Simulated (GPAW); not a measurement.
**Core-hole calculation of the V K edge in VRhO4 (Cmmm)**

What does one-electron theory with a core hole give for the V K edge of VRhO4 (Cmmm)?

Calculated with GPAW 26.7.0; X-ray absorption from dipole matrix elements to empty bands, plane-wave PAW LDA+U.

## (1) The structure

Symmetry: Cmmm, No. 65, orthorhombic system. The conventional cell has a = 6.471 Å, b = 6.484 Å, c = 3.027 Å, α = 90.00°, β = 90.00°, γ = 90.00°. Rh has 6 O at 2.00 Å nearest. V has 6 O at 1.94 to 1.95 Å nearest. O has 1 V at 1.94 Å and 2 Rh at 2.00 Å nearest. O has 2 V at 1.95 Å and 1 Rh at 2.00 Å nearest. Farther neighbours and most contacts between anions are not listed.

Coordinates:

```cif
data_structure
_symmetry_space_group_name_H-M 'P 1'
_symmetry_Int_Tables_number 1
_cell_length_a 4.5804
_cell_length_b 4.5804
_cell_length_c 3.0269
_cell_angle_alpha 90.000
_cell_angle_beta 90.000
_cell_angle_gamma 90.111
_cell_volume 63.50
loop_
_atom_site_label
_atom_site_type_symbol
_atom_site_fract_x
_atom_site_fract_y
_atom_site_fract_z
_atom_site_occupancy
Rh1 Rh 0.50000 0.50000 0.50000 1
V2 V 0.00000 0.00000 0.00000 1
O3 O 0.29899 0.70101 0.00000 1
O4 O 0.80927 0.80927 0.50000 1
O5 O 0.19073 0.19073 0.50000 1
O6 O 0.70101 0.29899 0.00000 1
```

## (2) The field without a hole

The ground state comes first: it tells whether the system has a gap, which decides how the excited electron is treated.

Contents of scf.py:

```python
import numpy as np
from ase import Atoms
from ase.parallel import parprint, paropen
from gpaw import GPAW, PW, FermiDirac, Mixer, MixerDif, setup_paths
from gpaw.test import gen
setup_paths.insert(0, '.')
gen('V', name='nch1s', xcname='LDA', corehole=(1, 0, 0), write_xml=True)
from gpaw.mpi import world
world.barrier()

atoms = Atoms('RhVO4',
    cell=[[3.235657, -3.241941, 0],
     [3.235657, 3.241941, 0],
     [0, 0, 3.026939]],
    scaled_positions=[[0.5, 0.5, 0.5],
     [0, 0, 0],
     [0.298993, 0.701007, 0],
     [0.809268, 0.809268, 0.5],
     [0.190732, 0.190732, 0.5],
     [0.701007, 0.298993, 0]],
    magmoms=[0.0, 2.0, 0.0, 0.0, 0.0, 0.0],
    pbc=True)
atoms.calc = calc = GPAW(legacy_gpaw=True, mode=PW(500, force_complex_dtype=True), xc='LDA', setups={'V': ':d,3.3', 1: 'nch1s:d,3.3'},
    kpts={'size': (6, 6, 8), 'gamma': True}, occupations=FermiDirac(0.05),
    charge=0, mixer=MixerDif(0.05, 8, 50), maxiter=150,
    convergence={'density': 0.0001, 'eigenstates': 1e-6}, txt='scf.txt')
energy = atoms.get_potential_energy() + calc.get_reference_energy()
ef = calc.get_fermi_level()
out = dict(energy=energy, fermi=ef, forces=atoms.get_forces().tolist(), magmoms=atoms.get_magnetic_moments().tolist())
parprint(f'all-electron energy {energy:.4f} eV, Fermi level {ef:.4f} eV')
ev = np.array([[calc.get_eigenvalues(k, s) for k in range(len(calc.get_ibz_k_points()))] for s in range(calc.get_number_of_spins())])
out['homo'], out['lumo'], out['counts'] = ev[ev < ef].max(), ev[ev > ef].min(), sorted(set((ev < ef).sum((0, 2)).tolist()))
out['filled'] = (ev[:, 0] < ef).sum(1).tolist()
import json
with paropen('out.json', 'w') as f:
    json.dump(out, f)
```

Run with:

```sh
$ OMP_NUM_THREADS=1 mpirun -n 4 gpaw python scf.py
```

Numbers of over 12 decimals in the logs are rounded to 6 here.

The log of the run:

```text
Input parameters:
  convergence: {density: 0.0001,
                eigenstates: 1e-06}
  kpts: {gamma: True,
         size: (6, 6, 8)}
  maxiter: 150
  mixer: {backend: pulay,
          beta: 0.05,
          method: difference,
          nmaxold: 8,
          weight: 50}
  mode: {ecut: 500.0,
         force_complex_dtype: True,
         name: pw}
  occupations: {fixmagmom: False,
                name: fermi-dirac,
                width: 0.05}
  setups: {1: nch1s:d,3.3,
           V: :d,3.3}

Initialize ...

[... PAW data sets ...]

Reference energy: -163888.364342  # eV

Spin-polarized calculation.
Initial magnetic moment: 2.000000

[... convergence settings ...]
Symmetries present (total): 8
  [... symmetry matrices ...]

288 k-points: 6 x 6 x 8 Monkhorst-Pack grid + [1/12,1/12,1/16]
65 k-points in the irreducible part of the Brillouin zone
       k-points in crystal coordinates                weights
   0:     0.00000000    0.00000000    0.00000000          1/288
   1:     0.00000000    0.00000000    0.12500000          2/288
   2:     0.00000000    0.00000000    0.25000000          2/288
   3:     0.00000000    0.00000000    0.37500000          2/288
   4:     0.00000000    0.00000000    0.50000000          1/288
   5:     0.16666667   -0.16666667    0.00000000          2/288
   6:     0.16666667   -0.16666667    0.12500000          4/288
   7:     0.16666667   -0.16666667    0.25000000          4/288
   8:     0.16666667   -0.16666667    0.37500000          4/288
   9:     0.16666667   -0.16666667    0.50000000          2/288
          ...
  64:     0.50000000    0.50000000    0.50000000          1/288

Wave functions: Plane wave expansion
  Cutoff energy: 500.000 eV
  Number of coefficients (min, max): 1584, 1639
  Pulay-stress correction: 0.000000 eV/Ang^3 (de/decut=0.000000)
  Using FFTW library
  Wavefunction extrapolation:
    Improved wavefunction reuse through dual PAW basis

Occupation numbers: Fermi-Dirac:
  width: 0.0500  # eV

Eigensolver
   Davidson(niter=2)

Densities:
  Coarse grid: 24*24*16 grid
  Fine grid: 48*48*32 grid
  Total Charge: 0.000000

Density mixing:
  Method: difference
  Backend: pulay
  Linear mixing parameter: 0.05
  old densities: 8
  Width of damping distribution: 1.1
  Damping of long wavelength oscillations: 50

[... Hamiltonian set-up ...]
Number of atoms: 6
Number of atomic orbitals: 41
Number of bands in calculation: 37
Number of valence electrons: 52
Bands to converge: occupied

... initialized

Initializing position-dependent things.

Density initialized from atomic densities
Creating initial wave functions:
  37 bands from LCAO basis set

           O    Rh   O
        V        O
               O

Atomic positions and initial magnetic moments

Positions:
   0 Rh     3.235657    0.000000    1.513470    ( 0.0000,  0.0000,  0.0000)
   1 V      0.000000    0.000000    0.000000    ( 0.0000,  0.0000,  2.0000)
   2 O      3.235657    1.303306    0.000000    ( 0.0000,  0.0000,  0.0000)
   3 O      5.237027    0.000000    1.513470    ( 0.0000,  0.0000,  0.0000)
   4 O      1.234287   -0.000000    1.513470    ( 0.0000,  0.0000,  0.0000)
   5 O      3.235657   -1.303306    0.000000    ( 0.0000,  0.0000,  0.0000)

Unit cell:
           periodic     x           y           z      points  spacing
  1. axis:    yes    3.235657   -3.241941    0.000000    24     0.1908
  2. axis:    yes    3.235657    3.241941    0.000000    24     0.1908
  3. axis:    yes    0.000000    0.000000    3.026939    16     0.1892

  Lengths:   4.580356   4.580356   3.026939
  Angles:   90.000000  90.000000  90.111167

Effective grid spacing dv^(1/3) = 0.1903

iter:   1   -55.470012                   +2.0005
iter:   2   -52.052507   -0.87  -1.03    +1.7979
iter:   3   -47.940466   -0.97  -1.10    +1.6771
iter:   4   -47.098364   -1.12  -1.33    +1.6099
iter:   5   -47.292965   -2.33  -1.53    +1.2997
iter:   6   -47.332453   -1.95  -1.47    +1.1853
iter:   7   -47.194121   -2.95  -1.72    +1.0363
iter:   8   -47.156927   -2.28  -1.87    +0.9467
iter:   9   -47.152631   -3.37  -2.33    +0.9672
iter:  10   -47.150322c  -3.08  -2.48    +1.0279
iter:  11   -47.147300c  -3.92  -2.48    +1.0183
iter:  12   -47.147088c  -3.94  -2.69    +1.0163
iter:  13   -47.147672c  -4.00  -3.03    +1.0235
iter:  14   -47.148124c  -4.50  -3.14    +1.0302
iter:  15   -47.148038c  -5.43  -3.57    +1.0350
iter:  16   -47.148041c  -6.28c -3.86    +1.0354
iter:  17   -47.148060c  -6.53c -3.94    +1.0355
iter:  18   -47.148061c  -6.70c -4.18c   +1.0357

Converged after 18 iterations.

Dipole moment: (-0.000000, 0.000000, -0.000000) |e|*Ang

Total magnetic moment: (0.000000, 0.000000, 1.035739)
Local magnetic moments:
   0 Rh ( 0.000000,  0.000000,  0.021791)
   1 V  ( 0.000000,  0.000000,  1.057389)
   2 O  ( 0.000000,  0.000000, -0.018700)
   3 O  ( 0.000000,  0.000000, -0.019213)
   4 O  ( 0.000000,  0.000000, -0.019213)
   5 O  ( 0.000000,  0.000000, -0.018700)

Energy contributions relative to reference atoms: (reference = -163888.364342)

Kinetic:         +0.295814
Potential:       -9.839175
External:        +0.000000
XC:             -37.365051
Entropy (-ST):   -0.022040
Local:           -0.228629
SIC:             +0.000000
--------------------------
Free energy:    -47.159082
Extrapolated:   -47.148061

Spin contamination: 0.126560 electrons
Showing only first 2 kpts
                      Up                     Down
 Kpt  Band  Eigenvalues  Occupancy  Eigenvalues  Occupancy
  0    24      4.36900    1.00000      4.76191    1.00000
  0    25      4.68597    1.00000      5.13806    0.99997
  0    26      5.09531    0.99999      6.72231    0.00000
  0    27      6.36941    0.00000      7.03183    0.00000

  1    24      4.76999    1.00000      4.96781    1.00000
  1    25      4.82498    1.00000      5.10642    0.99998
  1    26      5.09182    0.99999      6.84919    0.00000
  1    27      6.68097    0.00000      7.22145    0.00000

Fermi level: 5.65818

No gap
No difference between direct/indirect transitions

Forces in eV/Ang:
  0 Rh    0.00000    0.00000    0.00000
  1 V     0.00000    0.00000    0.00000
  2 O     0.00000   -0.58709    0.00000
  3 O    -0.34498    0.00000    0.00000
  4 O     0.34498    0.00000    0.00000
  5 O     0.00000    0.58709    0.00000
Scalar-relativistic atomic LDA calculation for V (Vanadium, Z=23)
Core hole in 1s state (1s occupation: 2.0)
600 radial gridpoints.
|------------------------------------------------|
|------------------------------------------------|
[... the atom generator's iteration count ...]

Energy contributions:
-------------------------
Kinetic:     +955.029371
XC:           -43.122236
Potential:  -1858.849044
-------------------------
Total:       -946.941909

state      eigenvalue         ekin         rmax
-----------------------------------------------
1s^2.0 :  -196.597232   257.919670        0.044
2s^2.0 :   -22.085145    45.302139        0.256
2p^6.0 :   -18.478769    44.150141        0.208
3s^2.0 :    -2.565793     9.552670        0.820
3p^6.0 :    -1.615533     8.189495        0.844
3d^3.0 :    -0.197746     4.508086        0.888
4s^2.0 :    -0.178072     0.959169        2.730
4p^0.0 :    -0.056085     0.492748        3.640
-----------------------------------------------
(units: Bohr and Hartree)

Generating PAW setup
Kinetic energy of the core from tauc = 876.584188
Cutoffs:
rc(s)=2.370
rc(p)=2.420
rc(d)=2.210
rc(vbar)=2.310
rc(comp)=2.240
rc(nct)=2.420

Kinetic energy of the core states: 871.344464
Charge: 0.0
Core electrons: 10.0
Valence electrons: 13.0
Pseudo-core charge: 0.000000
Shape function alpha=1.993
Pseudo-electron charge 4.828295
state    eigenvalue         norm
--------------------------------
3s(2) :    -2.565793     0.236428
4s(2) :    -0.178072     1.003464
3p(6) :    -1.615533     0.171625
4p(0) :    -0.056085     0.989693
3d(3) :    -0.197746     0.439587
*d    :     0.802254
--------------------------------

Diagonalizing with gridspacing h=0.050

state   all-electron     PAW
-------------------------------
3s:      -2.565793    -2.566150
3p:      -1.615533    -1.616425
3d:      -0.197746    -0.198316
*f:                    0.067119
-------------------------------
all-electron energy -163935.5124 eV, Fermi level 5.6582 eV
```

Run time: 37 s. Hardware: 4 MPI ranks of Intel Xeon Platinum 8488C (Sapphire Rapids), shared host; peak memory 0.27 GiB.

The mesh shows no gap, so the system is treated as a metal and the core electron is put at the Fermi level (neutral cell).

Site moments (μB): 0.02, 1.06, -0.02, -0.02, -0.02, -0.02.

## (3) Supercell without a hole, the energy reference

The photon energy needs a difference of total energies, so the cell and mesh of the coming hole run are first run without a hole.

Edit scf.py of step 2 so:

```diff
@@ -10,16 +10,22 @@
 
-atoms = Atoms('RhVO4',
-    cell=[[3.235657, -3.241941, 0],
-     [3.235657, 3.241941, 0],
-     [0, 0, 3.026939]],
-    scaled_positions=[[0.5, 0.5, 0.5],
+atoms = Atoms('Rh2V2O8',
+    cell=[[3.235657, -3.241941, 3.026939],
+     [3.235657, 3.241941, 3.026939],
+     [-3.235657, -3.241941, 3.026939]],
+    scaled_positions=[[0.5, 0.25, 0.75],
+     [0.5, 0.75, 0.25],
      [0, 0, 0],
+     [0, 0.5, 0.5],
+     [0.298993, 0.201007, 0.5],
      [0.298993, 0.701007, 0],
-     [0.809268, 0.809268, 0.5],
-     [0.190732, 0.190732, 0.5],
+     [0.809268, 0.25, 0.440732],
+     [0.809268, 0.75, 0.940732],
+     [0.190732, 0.25, 0.059268],
+     [0.190732, 0.75, 0.559268],
+     [0.701007, 0.798993, 0.5],
      [0.701007, 0.298993, 0]],
-    magmoms=[0.0, 2.0, 0.0, 0.0, 0.0, 0.0],
+    magmoms=[0.0, 0.0, 2.0, 2.0, 0.0, 0.0, 0.0, 0.0, 0.0, 0.0, 0.0, 0.0],
     pbc=True)
-atoms.calc = calc = GPAW(legacy_gpaw=True, mode=PW(500, force_complex_dtype=True), xc='LDA', setups={'V': ':d,3.3', 1: 'nch1s:d,3.3'},
-    kpts={'size': (6, 6, 8), 'gamma': True}, occupations=FermiDirac(0.05),
+atoms.calc = calc = GPAW(legacy_gpaw=True, mode=PW(500, force_complex_dtype=True), xc='LDA', setups={'V': ':d,3.3', 2: 'nch1s:d,3.3'},
+    kpts={'size': (4, 4, 4), 'gamma': True}, occupations=FermiDirac(0.1),
     charge=0, mixer=MixerDif(0.05, 8, 50), maxiter=150,
```

The log of the run:

```text
Input parameters:
  convergence: {density: 0.0001,
                eigenstates: 1e-06}
  kpts: {gamma: True,
         size: (4, 4, 4)}
  maxiter: 150
  mixer: {backend: pulay,
          beta: 0.05,
          method: difference,
          nmaxold: 8,
          weight: 50}
  mode: {ecut: 500.0,
         force_complex_dtype: True,
         name: pw}
  occupations: {fixmagmom: False,
                name: fermi-dirac,
[...]
4s(2) :    -0.178072     1.003464
3p(6) :    -1.615533     0.171625
4p(0) :    -0.056085     0.989693
3d(3) :    -0.197746     0.439587
*d    :     0.802254
--------------------------------

Diagonalizing with gridspacing h=0.050

state   all-electron     PAW
-------------------------------
3s:      -2.565793    -2.566150
3p:      -1.615533    -1.616425
3d:      -0.197746    -0.198316
*f:                    0.067119
-------------------------------
all-electron energy -327871.0097 eV, Fermi level 5.6772 eV
[key lines of the parts left out:]
Converged after 21 iterations.
Dipole moment: (-0.000000, -0.000000, 0.000000) |e|*Ang
Free energy:    -94.363838
Fermi level: 5.67719
```

Run time: 68 s. Hardware: 4 MPI ranks; peak memory 0.43 GiB.

Reference energy: -327871.010 eV with the cores included.

(Part 1 of 3 ends here.)

[Banner, clock and machine lines of the logs are left out without a mark of their own.]

[Logs are printed without paths, hosts, clocks, repeated set-up lines and the standing remarks that a program may print on its own settings, such as how far it seeks lower states.]

[Hosts, paths, dates, database ids (printed as entryN), source tags and the programs' standing remarks are cut or masked in the printed files.]

[Lists of maxima count a maximum above −3 eV only where it reaches 4 % of the highest in the window and stands out from its surroundings by 2 % of it (1.5 % where it reaches 55 %); shoulders and weaker maxima are passed over, and of the rest the first, up to two pre-edge ones and the few strongest are named.]
